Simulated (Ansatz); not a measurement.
**OH on W(110): change of the work function**

Wanted: Δφ(θ) for OH/W(110), starting from the hollow site.

Main program and level: Ansatz 0.2.0; plane-wave DFT, RPBE, Ansatz PAW, in the first sound run; inputs show where later runs differ.

Report form: the programs' logs are mostly left out.

## Step 1: The starting structure

The cell holds 4 atoms: 4 W. Its edges and angles: a = 2.737 Å, b = 2.737 Å, c = 24.703 Å, α = 90.0°, β = 90.0°, γ = 70.5°. Vacuum lies along c.

## Step 2: The clean slab

The bare slab comes first, as the zero from which every change is counted. The two lowest layers are held at bulk places and the upper ones relax. The dipole correction removes the false field that a one-sided slab makes across the periodic vacuum, so each face gets a flat vacuum level of its own.

The input, input.yaml:

```yaml
crystal:
  lattice:
    - [2.2344574285, -1.58, 0.0]
    - [2.2344574285, 1.58, 0.0]
    - [0.0, 0.0, 24.7033722856]
  atoms:
    - { symbol: W, position: [0.0, 0.0, 0.3643227287] }
    - { symbol: W, position: [0.5, 0.5, 0.4547742429] }
    - { symbol: W, position: [0.0, 0.0, 0.5452257571] }
    - { symbol: W, position: [0.5, 0.5, 0.6356772713] }
kpoints:
  mp_grid: { grid: [12, 12, 1] }
hamiltonian:
  xc: rpbe
scf:
  occupations: { method: fermi_dirac, width: 0.1 }
  convergence: { dr2_threshold: 1.0e-08 }
efield:
  axis: 3
  dipole_correction: true
  ramp_position: 0.97
  ramp_width: 0.06
relax:
  f_tol: 0.02
  max_steps: 60
  constraints: [{ sites: [0, 1] }]
output:
  write_potential: true
  write_density: true
  volumetric_format: npy
```

Started as:

```
> ansatz run input.yaml --threads 4 --pin off --max-ram 6144MiB --backend cpu --events-out ev --progress --plain --runs-dir out
```

Run time: 24 s. Hardware: 4 threads of Arm Neoverse V2, shared host; peak memory 0.59 GiB.

The steps of the relaxation:

```csv
step,energy less that of the first step (eV),largest force component (eV/Å)
1,0.0000,0.6640
2,0.0402,1.1561
3,-0.0148,0.0278
4,-0.0149,0.0123
```

Relaxation step 2 was tried and not accepted.

The run keeps the 4 symmetry operations that it works with, so distortions that break them were not tested.

The atoms that moved most (Å):

```csv
atom,dx,dy,dz,length
W3,0.000,0.000,0.055,0.055
W4,0.000,0.000,0.031,0.031
```

The relaxed structure:

```xyz
4
Lattice="2.2345 -1.5800 0.0000 2.2345 1.5800 0.0000 0.0000 0.0000 24.7034" Properties=species:S:1:pos:R:3
W     0.0000    0.0000    9.0000
W     2.2345    0.0000   11.2345
W     0.0000    0.0000   13.5243
W     2.2345    0.0000   15.7339
```

This step gave:

```yaml
energy_at_zero_smearing: -41587.4900 eV
work_function_upper_face: 4.733 eV
work_function_lower_face: 4.766 eV
dipole_along_the_normal: 0.001281 e·Å
step_between_the_vacuum_levels: -0.03283 eV
```

Running mean over 2.234 Å of the planar mean; the ramp of the sawtooth is left out. Electron's electrostatic potential energy less the Fermi level against z:

```csv
z (Å),electron's electrostatic potential energy less the Fermi level (eV)
3.5,4.77
4.0,4.76
4.5,4.76
5.0,4.75
5.5,4.72
6.0,4.62
6.5,4.28
7.0,3.17
7.5,-0.246
8.0,-5.84
8.5,-10.6
9.0,-12.3
9.5,-12.5
10.0,-12.6
10.5,-12.7
11.0,-12.8
11.5,-12.7
12.0,-12.4
12.5,-12.3
13.0,-12.5
13.5,-12.8
14.0,-12.9
14.5,-12.9
15.0,-12.8
15.5,-12.5
16.0,-11.7
16.5,-8.38
17.0,-2.76
17.5,1.91
18.0,3.89
18.5,4.48
19.0,4.66
19.5,4.71
20.0,4.73
20.5,4.73
21.0,4.73
21.5,4.73
```

The relaxation took 4 steps and lowered the energy by 0.015 eV; the largest force on the free atoms ends at 0.012 eV/Å.

The work function of the upper face is 4.73 eV.

## Step 3: The covered slab, k-mesh 6×6×1, coverage 0.25 ML

System of this step: HW16O (OH/W(110)). The cell holds 18 atoms: 16 W, 1 O and 1 H. Cell: a = 5.473 Å, b = 5.473 Å, c = 27.414 Å, α = 90.0°, β = 90.0°, γ = 70.5°. Vacuum lies along c.

The clean slab as it ended is repeated in the plane and the adsorbate is set on one face; the cell's size fixes the coverage, and the k-mesh shrinks with it to keep the sampling density about even. Adsorbate and upper layers relax, since the dipole depends on the height.

The input, input.yaml:

```yaml
crystal:
  lattice:
    - [4.468914857, -3.16, 0.0]
    - [4.468914857, 3.16, 0.0]
    - [0.0, 0.0, 27.4138145965]
  atoms:
    - { symbol: W, position: [0.0, 0.0, 0.3283016294] }
    - { symbol: W, position: [0.25, 0.25, 0.4098100755] }
    - { symbol: W, position: [0.0, 0.0, 0.4933378284] }
    - { symbol: W, position: [0.25, 0.25, 0.5739403455] }
    - { symbol: W, position: [0.0, 0.5, 0.3283016294] }
    - { symbol: W, position: [0.25, 0.75, 0.4098100755] }
    - { symbol: W, position: [0.0, 0.5, 0.4933378284] }
    - { symbol: W, position: [0.25, 0.75, 0.5739403455] }
    - { symbol: W, position: [0.5, 0.0, 0.3283016294] }
    - { symbol: W, position: [0.75, 0.25, 0.4098100755] }
    - { symbol: W, position: [0.5, 0.0, 0.4933378284] }
    - { symbol: W, position: [0.75, 0.25, 0.5739403455] }
    - { symbol: W, position: [0.5, 0.5, 0.3283016294] }
    - { symbol: W, position: [0.75, 0.75, 0.4098100755] }
    - { symbol: W, position: [0.5, 0.5, 0.4933378284] }
    - { symbol: W, position: [0.75, 0.75, 0.5739403455] }
    - { symbol: O, position: [0.42, 0.42, 0.635949971] }
    - { symbol: H, position: [0.42, 0.42, 0.6716983706] }
kpoints:
  mp_grid: { grid: [6, 6, 1] }
hamiltonian:
  xc: rpbe
scf:
  occupations: { method: fermi_dirac, width: 0.1 }
  convergence: { dr2_threshold: 1.0e-08 }
efield:
  axis: 3
  dipole_correction: true
  ramp_position: 0.97
  ramp_width: 0.06
relax:
  f_tol: 0.02
  max_steps: 60
  constraints: [{ sites: [0, 1, 4, 5, 8, 9, 12, 13] }]
output:
  bader: true
  dos: { projected: true, e_range: [-8, 4] }
  write_potential: true
  write_density: true
  volumetric_format: npy
  elf: true
```

The job ended after 5.7 min (4 threads; peak memory 3 GiB; 22 min of CPU time).

This run has no spin polarisation although its electron count is odd.

The steps of the relaxation:

```csv
step,energy less that of the first step (eV),largest force component (eV/Å)
1,0.0000,1.0369
2,-0.1444,1.4542
3,-0.3060,0.3329
4,-0.3150,0.0756
5,-0.3158,0.0258
6,-0.3159,0.0244
7,-0.3160,0.0087
```

The run keeps the 2 symmetry operations that it works with, so distortions that break them were not tested.

The atoms that moved most (Å):

```csv
atom,dx,dy,dz,length
H18,-0.207,0.000,-0.237,0.314
O17,-0.028,0.000,-0.211,0.213
W16,0.083,0.000,-0.048,0.095
W8,0.067,0.002,0.040,0.078
W12,0.067,-0.002,0.040,0.078
W4,-0.073,0.000,0.024,0.077
W3,0.019,0.000,-0.021,0.028
W11,0.009,0.005,0.006,0.012
```

Final coordinates:

```xyz
18
Lattice="4.4689 -3.1600 0.0000 4.4689 3.1600 0.0000 0.0000 0.0000 27.4138" Properties=species:S:1:pos:R:3
W     0.0000    0.0000    9.0000
W     2.2345    0.0000   11.2345
W     0.0189    0.0000   13.5030
W     2.1612    0.0000   15.7575
W     2.2345    1.5800    9.0000
W     4.4689    1.5800   11.2345
W     2.2433    1.5749   13.5300
W     4.5356    1.5822   15.7743
W     2.2345   -1.5800    9.0000
W     4.4689   -1.5800   11.2345
W     2.2433   -1.5749   13.5300
W     4.5356   -1.5822   15.7743
W     4.4689    0.0000    9.0000
W     6.7034    0.0000   11.2345
W     4.4702    0.0000   13.5297
W     6.7860    0.0000   15.6861
O     3.7254    0.0000   17.2226
H     3.5468    0.0000   18.1771
```

Numbers from this step:

```
energy at zero smearing        : -166936.0071 eV
work function, upper face      : 3.113 eV
work function, lower face      : 4.762 eV
dipole along the normal        : 0.2574 e·Å
step between the vacuum levels : -1.649 eV
```

Running mean over 2.234 Å of the planar mean; the ramp of the sawtooth is left out. Table of electron's electrostatic potential energy less the Fermi level by z:

z (Å), electron's electrostatic potential energy less the Fermi level (eV) and a bar from the least value:
```
      3.5        4.8 ##############################
      4.0        4.8 ##############################
      4.5        4.8 ##############################
      5.0        4.7 ##############################
      5.5        4.7 ##############################
      6.0        4.6 ##############################
      6.5        4.3 #############################
      7.0        3.2 ###########################
      7.5       -0.3 #####################
      8.0       -5.9 ############
      8.5      -10.5 ####
      9.0      -12.3 #
      9.5      -12.5 
     10.0      -12.6 
     10.5      -12.7 
     11.0      -12.8 
     11.5      -12.7 
     12.0      -12.4 #
     12.5      -12.2 #
     13.0      -12.5 #
     13.5      -12.7 
     14.0      -12.8 
     14.5      -12.8 
     15.0      -12.7 
     15.5      -12.7 
     16.0      -12.3 #
     16.5       -9.7 #####
     17.0       -4.5 ##############
     17.5       -0.1 ######################
     18.0        1.8 #########################
     18.5        2.6 ##########################
     19.0        2.9 ###########################
     19.5        3.0 ###########################
     20.0        3.1 ###########################
     20.5        3.1 ###########################
     21.0        3.1 ###########################
     21.5        3.1 ###########################
     22.0        3.1 ###########################
     22.5        3.1 ###########################
     23.0        3.1 ###########################
     23.5        3.1 ###########################
     24.0        3.1 ###########################
```

The density of states has structure finer than the step of the table below, so its rows give means over 0.5 eV, whole bins alone (the curve runs from -8 to 1.95 eV). Peaks (eV: height): -3.07: 29.5, -2.92: 29.5, -2.77: 27.0, -2.62: 28.7, -2.47: 26.1, -2.02: 27.1, -1.92: 25.8.

Table of density of states by energy, zero at the Fermi level; means over each step:

energy (eV), density of states (states/eV a cell) and a bar:
```
     -7.5        1.7 
     -7.0        3.0 ##
     -6.5        7.7 ########
     -6.0        6.1 ######
     -5.5       10.5 ############
     -5.0       11.3 #############
     -4.5       17.0 #####################
     -4.0       12.4 ###############
     -3.5       11.2 #############
     -3.0       23.5 ##############################
     -2.5       20.6 ##########################
     -2.0       21.2 ###########################
     -1.5       19.6 #########################
     -1.0       12.3 ###############
     -0.5       11.5 ##############
      0.0       11.6 ##############
      0.5       12.5 ###############
      1.0       16.1 ####################
      1.5       19.8 #########################
```

Projected DOS per atom over height of the atomic layer and energy from the Fermi level. Layers: W4 W4 W4 W4 O H from below.

Ten even steps from '_' (0.00 states/eV) to '@' (4.37 states/eV), each cell a mean:
```
::::::::____
::::::::____
::....::____
::......____
::____::____
::......____
::____::____
--....::____
--::::--____
::::::::____
------::____
..----::____
........____
........____
::::::..____
..::::..____
__::..__..__
__..____..__
______..@@__
________..__
____________
____________
```
Columns: height of the atomic layer (Å) from 9 to 18.2 (not evenly spaced); rows upwards: energy from the Fermi level (eV) from -7.96 to 1.95.

ELF in the ca plane at fractional y = 0.397, with atoms of O and H within 0.2 Å of it. It is the smooth field of the valence electrons, not physical close to the nuclei.

Ten even steps from '0' (0.00) to '9' (0.98), each cell a mean:
```
35532444444214641244456654210000000000000000
23222333333322322332334443210000000000000000
43333312322443334322332222100000000000000000
43334224532343334324652110000000000000000000
23223335532322223424552111000000000000000000
45543422223335553332321244210000000000000000
67753431123246763342112787532100000000000000
46742443344226752244215877887300000000000000
24422343344313431243225746999610000000000000
33223322223332222332214877998510000000000000
54334223422444334322322576565200000000000000
32234325532332223324541232111000000000000000
34433324432323433323432110000000000000000000
56653421123336663332222211000000000000000000
57752442234236763343234443100000000000000000
```
Columns run along c (16.0 Å, from fractional 0.31 to 0.89 of the cell), rows up along a (5.5 Å). Atoms in or near the plane, at fractional coordinates: O at (0.63, 0.42), H at (0.66, 0.40).

Valence density in the ca plane at fractional y = 0.397, with atoms of O and H within 0.2 Å of it. It is the smooth field of the valence electrons, not physical close to the nuclei.

Values in e/Å³, 8 rows by 16 columns, each cell a mean:
```
0.4 0.3 0.3 0.8 1.0 0.3 0.3 0.1 0.0 0.0 0.0 0.0 0.0 0.0 0.0 0.0
0.3 0.8 0.5 0.3 0.3 0.5 1.1 0.2 0.0 0.0 0.0 0.0 0.0 0.0 0.0 0.0
0.5 1.3 0.7 0.7 0.8 0.7 1.5 0.2 0.0 0.0 0.0 0.0 0.0 0.0 0.0 0.0
0.8 0.4 0.4 1.9 2.4 0.4 0.4 1.3 0.5 0.0 0.0 0.0 0.0 0.0 0.0 0.0
0.4 0.3 0.3 0.8 1.0 0.3 0.4 4.4 2.1 0.1 0.0 0.0 0.0 0.0 0.0 0.0
0.3 0.8 0.5 0.3 0.3 0.4 0.7 1.2 0.6 0.0 0.0 0.0 0.0 0.0 0.0 0.0
0.5 1.3 0.7 0.7 0.8 0.6 1.1 0.2 0.0 0.0 0.0 0.0 0.0 0.0 0.0 0.0
0.8 0.4 0.4 1.9 2.4 0.4 0.4 0.1 0.0 0.0 0.0 0.0 0.0 0.0 0.0 0.0
```
Columns run along c (16.0 Å, from fractional 0.35 to 0.94 of the cell), rows up along a (5.5 Å). Atoms in or near the plane, at fractional coordinates: O at (0.63, 0.42), H at (0.66, 0.40).

Electrostatic potential energy in the ca plane at fractional y = 0.397, with atoms of O and H within 0.2 Å of it. With pseudopotentials it is smooth inside the atoms' cores, unlike the true potential.

Ten even steps from '0' (-41 eV) to '9' (9 eV), each cell a mean:
```
41147999999862126899999999999999999999999999
76678988889986668988889999999999999999999999
98889876578998889986457999999999999999999999
88889863257898889873136899999999999999999999
75578852247886568873126899999999999999999999
41137874468862026875457899999999999999999999
20016887788740004888778768999999999999999999
30026898899850015899887202678999999999999999
63358998899874347899887100017999999999999999
87789987788987788988777413437999999999999999
98899864468998889986567878889999999999999999
87788852247887778874346899999999999999999999
63357863357874247874347899999999999999999999
20026876678850015887668999999999999999999999
20016888888840004888889999999999999999999999
```
Columns run along c (16.0 Å, from fractional 0.31 to 0.89 of the cell; values clipped at the 3rd and 97th percentile), rows up along a (5.5 Å). Atoms in or near the plane, at fractional coordinates: O at (0.63, 0.42), H at (0.66, 0.40).

The relaxation took 7 steps and lowered the energy by 0.32 eV; the largest force on the free atoms ends at 0.0087 eV/Å.

By hand: a sheet of dipoles makes a step −p/(ε₀A) in the electron's potential. With e/ε₀ = 180.95 V·Å, p = 0.2574 e·Å and A = 28.24 Å², that is −180.95 × (0.2574) / 28.24 = -1.649 eV, and the two vacuum levels of the run differ by -1.649 eV.

The covered face has 3.11 eV, -1.62 eV against the clean one; the bare back face has moved by -0.00 eV, a measure of how thin the slab is.

## Step 4: The covered slab, k-mesh 6×6×1, coverage 0.5 ML

System of this step: HW8O (OH/W(110)). The cell holds 20 atoms: 16 W, 2 O and 2 H. Its edges and angles: a = 5.473 Å, b = 5.473 Å, c = 27.414 Å, α = 90.0°, β = 90.0°, γ = 70.5°. Vacuum lies along c.

Another coverage, to see how the dipoles act on each other as their distance changes.

Changes to input.yaml since step 3:

```diff
@@ -23,3 +23,5 @@
     - { symbol: O, position: [0.42, 0.42, 0.635949971] }
+    - { symbol: O, position: [0.92, 0.92, 0.635949971] }
     - { symbol: H, position: [0.42, 0.42, 0.6716983706] }
+    - { symbol: H, position: [0.92, 0.92, 0.6716983706] }
 kpoints:
@@ -46,2 +48 @@
   volumetric_format: npy
-  elf: true
```

It took 6.1 min on 4 threads; peak memory 3.1 GiB; 24 min of CPU time.

The steps of the relaxation:

```csv
step,energy less that of the first step (eV),largest force component (eV/Å)
1,0.0000,0.9843
2,-0.4559,0.7090
3,-0.4746,0.5999
4,-0.5194,0.5257
5,-0.5488,0.0714
6,-0.5517,0.0296
7,-0.5534,0.0133
```

Forces are held to the 4 operations that the run works with; a distortion that breaks them can't arise in this run.

The atoms that moved most (Å):

```csv
atom,dx,dy,dz,length
H20,-0.335,0.000,-0.214,0.398
H19,-0.335,0.000,-0.214,0.398
O17,-0.070,0.000,-0.171,0.185
O18,-0.070,0.000,-0.171,0.185
W8,0.140,0.000,0.066,0.154
W12,0.140,0.000,0.066,0.154
W4,-0.003,0.000,-0.033,0.033
W16,-0.003,0.000,-0.033,0.033
```

Final coordinates:

```xyz
20
Lattice="4.4689 -3.1600 0.0000 4.4689 3.1600 0.0000 0.0000 0.0000 27.4138" Properties=species:S:1:pos:R:3
W     0.0000    0.0000    9.0000
W     2.2345    0.0000   11.2345
W     0.0174    0.0000   13.5246
W     2.2310    0.0000   15.7007
W     2.2345    1.5800    9.0000
W     4.4689    1.5800   11.2345
W     2.2495    1.5800   13.5244
W     4.6085    1.5800   15.8000
W     2.2345   -1.5800    9.0000
W     4.4689   -1.5800   11.2345
W     2.2495   -1.5800   13.5244
W     4.6085   -1.5800   15.8000
W     4.4689    0.0000    9.0000
W     6.7034    0.0000   11.2345
W     4.4864    0.0000   13.5246
W     6.6999    0.0000   15.7007
O     3.6840    0.0000   17.2625
O     8.1529    0.0000   17.2625
H     3.4184    0.0000   18.1994
H     7.8873    0.0000   18.1994
```

Numbers from this step:

- energy at zero smearing: -167521.8123 eV
- work function, upper face: 2.168 eV
- work function, lower face: 4.772 eV
- dipole along the normal: 0.4063 e·Å
- step between the vacuum levels: -2.603 eV

The density of states has structure finer than the step of the table below, so its rows give means over 0.25 eV, whole bins alone (the curve runs from -8 to 1.98 eV). Peaks (eV: height): -3.130: 31.9, -2.890: 31.2, -2.650: 30.8, -2.590: 29.1, -2.020: 33.6, -1.920: 28.8, 1.650: 28.7.

Table of density of states by energy, zero at the Fermi level; means over each step:

```csv
energy (eV),density of states (states/eV a cell)
-7.75,1.05
-7.50,1.47
-7.25,2.60
-7.00,5.26
-6.75,7.39
-6.50,4.81
-6.25,11.2
-6.00,7.88
-5.75,10.6
-5.50,13.5
-5.25,10.9
-5.00,12.1
-4.75,12.9
-4.50,17.3
-4.25,14.9
-4.00,13.3
-3.75,13.4
-3.50,9.67
-3.25,20.5
-3.00,22.3
-2.75,22.1
-2.50,22.5
-2.25,18.4
-2.00,24.2
-1.75,19.3
-1.50,20.0
-1.25,14.1
-1.00,11.1
-0.75,10.5
-0.50,10.9
-0.25,12.0
0.00,11.2
0.25,11.8
0.50,11.9
0.75,13.7
1.00,16.8
1.25,19.9
1.50,20.7
1.75,21.4
```

Projected DOS per atom over height of the atomic layer and energy from the Fermi level. Layers: W4 W4 W4 W4 O2 H2 from below.

Values in states/eV, 22 rows by 6 columns, each cell a mean:
```
1.12 1.22 1.11 1.14 0.18 0.24
1.06 1.14 1.06 1.14 0.18 0.26
1.02 0.72 0.72 0.93 0.10 0.13
0.96 0.51 0.51 0.75 0.07 0.05
0.87 0.44 0.43 0.83 0.09 0.04
0.89 0.44 0.47 0.74 0.09 0.03
1.17 0.40 0.38 0.74 0.08 0.01
1.68 0.76 0.73 1.05 0.11 0.01
1.56 1.07 1.13 1.34 0.11 0.00
1.22 1.21 1.12 1.19 0.11 0.00
1.33 1.50 1.38 1.19 0.11 0.00
0.83 1.45 1.58 0.93 0.08 0.00
0.61 0.70 0.81 0.70 0.19 0.01
0.67 0.74 0.92 0.87 0.45 0.01
0.91 1.17 1.05 0.60 0.21 0.01
0.47 0.99 0.88 0.40 0.32 0.00
0.42 0.85 0.77 0.39 1.13 0.00
0.29 0.46 0.43 0.39 1.75 0.00
0.11 0.22 0.22 0.39 1.80 0.00
0.12 0.16 0.22 0.45 1.43 0.00
0.07 0.14 0.18 0.10 0.12 0.00
0.03 0.10 0.10 0.03 0.02 0.00
```
Columns: height of the atomic layer (Å) from 9 to 18.2 (not evenly spaced); rows upwards: energy from the Fermi level (eV) from -7.96 to 1.95.

The relaxation took 7 steps and lowered the energy by 0.55 eV; the largest force on the free atoms ends at 0.013 eV/Å.

The covered face has 2.17 eV, -2.57 eV against the clean one; the bare back face has moved by +0.01 eV, a measure of how thin the slab is.

## Step 5: The covered slab, k-mesh 12×12×1, coverage 1 ML

System of this step: HW4O (OH/W(110)). The cell holds 6 atoms: 4 W, 1 O and 1 H. Cell: a = 2.737 Å, b = 2.737 Å, c = 27.414 Å, α = 90.0°, β = 90.0°, γ = 70.5°. Vacuum lies along c.

input.yaml, the sections that differ from step 4:

```yaml
crystal:
  lattice:
    - [2.2344574285, -1.58, 0.0]
    - [2.2344574285, 1.58, 0.0]
    - [0.0, 0.0, 27.4138145965]
  atoms:
    - { symbol: W, position: [0.0, 0.0, 0.3283016294] }
    - { symbol: W, position: [0.5, 0.5, 0.4098100755] }
    - { symbol: W, position: [0.0, 0.0, 0.4933378284] }
    - { symbol: W, position: [0.5, 0.5, 0.5739403455] }
    - { symbol: O, position: [0.84, 0.84, 0.635949971] }
    - { symbol: H, position: [0.84, 0.84, 0.6716983706] }
kpoints:
  mp_grid: { grid: [12, 12, 1] }
relax:
  f_tol: 0.02
  max_steps: 60
  constraints: [{ sites: [0, 1] }]
output:
  bader: true
  write_potential: true
  write_density: true
  volumetric_format: npy
# hamiltonian, scf, efield: as in step 4
```

The job ended after 93 s (4 threads; peak memory 0.65 GiB).

Relaxation path:

```csv
step,energy less that of the first step (eV),largest force component (eV/Å)
1,0.0000,2.1662
2,-0.2223,1.0482
3,-0.2335,0.6167
4,-0.2301,1.1412
5,-0.2631,0.2799
6,-0.2824,0.0880
7,-0.2906,0.0852
8,-0.2922,0.0999
9,-0.2948,0.0418
10,-0.2949,0.0036
```

Relaxation step 4 was tried and not accepted.

Forces are held to the 2 operations that the run works with; a distortion that breaks them can't arise in this run.

The atoms that moved most (Å):

```csv
atom,dx,dy,dz,length
H6,-0.442,0.000,-0.261,0.513
O5,0.056,0.000,-0.125,0.137
W4,0.090,0.000,0.009,0.090
W3,0.011,0.000,-0.005,0.012
```

The relaxation took 10 steps and lowered the energy by 0.29 eV; the largest force on the free atoms ends at 0.0036 eV/Å.

The covered face has 1.71 eV, -3.03 eV against the clean one; the bare back face has moved by +0.00 eV, a measure of how thin the slab is.

[end of part 1 of 2]

[Logs are printed without paths, hosts, clocks, repeated set-up lines and the standing remarks that a program may print on its own settings, such as how far it seeks lower states.]

[Hosts, paths, dates, database ids (printed as entryN), source tags and the programs' standing remarks are cut or masked in the printed files.]

[Maps of the electrostatic potential energy from Ansatz leave out the sawtooth potential of an applied field or a dipole correction, so their vacuum need not be flat; planar profiles and work functions include it.]

[The density of states shown here was stored with 400 of the rows of the run's finer table, so its peaks can read low, often by over a quarter, or be missed, and its means over a window can be off by a tenth or more.]
